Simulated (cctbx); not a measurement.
# Diagnosing a refinement

Cell a = 6.8340 Å, b = 9.1210 Å, c = 6.4170 Å, α = 90.00°, β = 90.00°, γ = 90.00°; space group Pnma (no. 62).

The data are simulated with cctbx, not measured: Mo Kα, λ = 0.71073 Å, to d = 0.8 Å, 95 % of the full sphere, strongest reflection 5000 counts, noise from counting, a 6 % proportional error and a noise floor of 4 counts (s.d.); no absorption, and some extinction, which the refinements don't model.

An anisotropic refinement with weights 1/σ² prints:

```text
Rint 0.059, 431 unique reflections to 0.80 A
cycle     R1     wR2    GooF  max shift (A)
   1  0.2042  0.4675  11.198   0.03265
   2  0.2052  0.4584  10.980   0.00006
final R1 0.2052 wR2 0.4584 GooF 10.980  parameters 18  data/parameter 23.9
atom        x        y        z      Ueq    occ   su(xyz)  su(Uiso or U11)
Ho1    0.57121  0.25000  0.52518   0.0058  1.000  0.00055  0.0022
Fe1    0.00000  0.50000  0.50000   0.0094  1.000  0.00000  0.0058
S1     0.96279  0.25000  0.38996   0.0145  1.000  0.00347  0.0104
difference map: max 40.69 min -7.05 rms 2.92
Q1    0.1890  0.5574  0.1867    8   41.90  2.45 A from Fe1
Q2    0.0755  0.2500  0.9718    4   31.87  0.04 A from Ho1
Q3    0.0000  0.0000  0.5000    4    7.58  0.00 A from Fe1
Q4    0.2030  0.0592  0.2661    8    6.87  2.11 A from Fe1
Q5    0.1929  0.7500  0.3267    4    5.86  1.87 A from Ho1
Q6    0.2050  0.5660  0.8791    8    5.38  2.24 A from Fe1
```

Q: Accept it or mend it, and why?

Mend it. The fault: an atom left out, S at (0.1898, 0.5576, 0.1866). Against the right model at the same level, R1 goes from 0.0179 to 0.2052 and GooF from 0.96 to 10.98 and the top difference peak, 41.9 e/Å³, lies 2.45 Å from Fe1. Q1 is the missing atom. With scattering power missing, scale and phases suffer, so peaks may also grow on the heavy atoms.

The compound is HoFeS3. The right model at the same level gives:

```text
Rint 0.059, 431 unique reflections to 0.80 A
cycle     R1     wR2    GooF  max shift (A)
   1  0.0181  0.0404   0.978   0.00016
   2  0.0179  0.0398   0.963   0.00000
final R1 0.0179 wR2 0.0398 GooF 0.963  parameters 27  data/parameter 16.0
atom        x        y        z      Ueq    occ   su(xyz)  su(Uiso or U11)
Ho1    0.57112  0.25000  0.52504   0.0106  1.000  0.00004  0.0002
Fe1    0.00000  0.50000  0.50000   0.0148  1.000  0.00000  0.0005
S1     0.18956  0.55750  0.18624   0.0213  1.000  0.00021  0.0006
S2     0.95833  0.25000  0.38811   0.0198  1.000  0.00029  0.0009
difference map: max 0.77 min -1.03 rms 0.24
Q1    0.1751  0.2500  0.1753    4    0.80  1.47 A from Ho1
Q2    0.1712  0.1161  0.9677    8    0.79  1.40 A from Ho1
Q3    0.0420  0.6528  0.4367    8    0.77  1.43 A from S2
Q4    0.2011  0.7500  0.1755    4    0.72  1.76 A from S1
Q5    0.1890  0.6283  0.3736    8    0.69  1.36 A from S1
Q6    0.1639  0.1460  0.3157    8    0.65  1.76 A from S2
```

The model was made for the exercise: a known structure type with other elements put in, its volume estimated, not relaxed; displacement parameters are assumed.

[Middle refinement cycles are left out of these outputs.]

[Logs are printed without paths, hosts, clocks, repeated set-up lines and the standing remarks that a program may print on its own settings, such as how far it seeks lower states.]
